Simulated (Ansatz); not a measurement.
The compound is CsIrCl3 (cubic perovskite) (Pm-3m).

The structure was built from a prototype and need not be the compound's stable phase.

```xyz
5
Lattice="-4.9863 0.0000 0.0000 0.0000 0.0000 -4.9863 0.0000 -4.9863 0.0000" Properties=species:S:1:pos:R:3 pbc="T T T"
Cs    0.0000    0.0000    0.0000
Ir   -2.4931   -2.4931   -2.4931
Cl   -2.4931    0.0000   -2.4931
Cl   -2.4931   -2.4931    0.0000
Cl    0.0000   -2.4931   -2.4931
```

The structure was relaxed with PBE. The structure type comes from a generator and need not be one that this composition takes. The structure was generated from a model, not taken from a measurement. The runs that relaxed it are not among those shown. The program's search for lower electronic states was switched off, so nothing shows that the state found is the lowest. Spin-orbit coupling is left out unless a run names it. PAW set soft_2, made with PBE.

A constrained-RPA run (Ansatz 0.2.0; non-magnetic PBE; Ir d + anion p, bands v13 to c1, 4×4×4 mesh, medium accuracy) builds 14 functions on bands 11 eV wide, with 25.0 electrons in the window. The bare on-site interaction is 14.6 eV and the bare J 0.57 eV.

**Question.** Estimate U, U′ and J.

On the Ir d shell, U = 5.28 eV (36 % of the bare value), U′ = 4.42 eV, J = 0.41 eV.

The parent state is non-magnetic and the interaction static (zero frequency); U depends on the window and the orbitals, so it belongs to this model alone. Spin-orbit coupling, which is strong for atoms this heavy, is left out. A window that holds the anion p bands defines a model with explicit ligands; its U belongs to that model and is not the U of DFT+U.

[Paths, hosts, dates, memory and timing lines, banners, echoed tables and standing remarks are left out of the program output.]

[Logs are printed without paths, hosts, clocks, repeated set-up lines and the standing remarks that a program may print on its own settings, such as how far it seeks lower states.]

[Runs of the session that timed out or met a known fault of the program may be left out.]

[Hosts, paths, dates, database ids (printed as entryN), source tags and the programs' standing remarks are cut or masked in the printed files.]
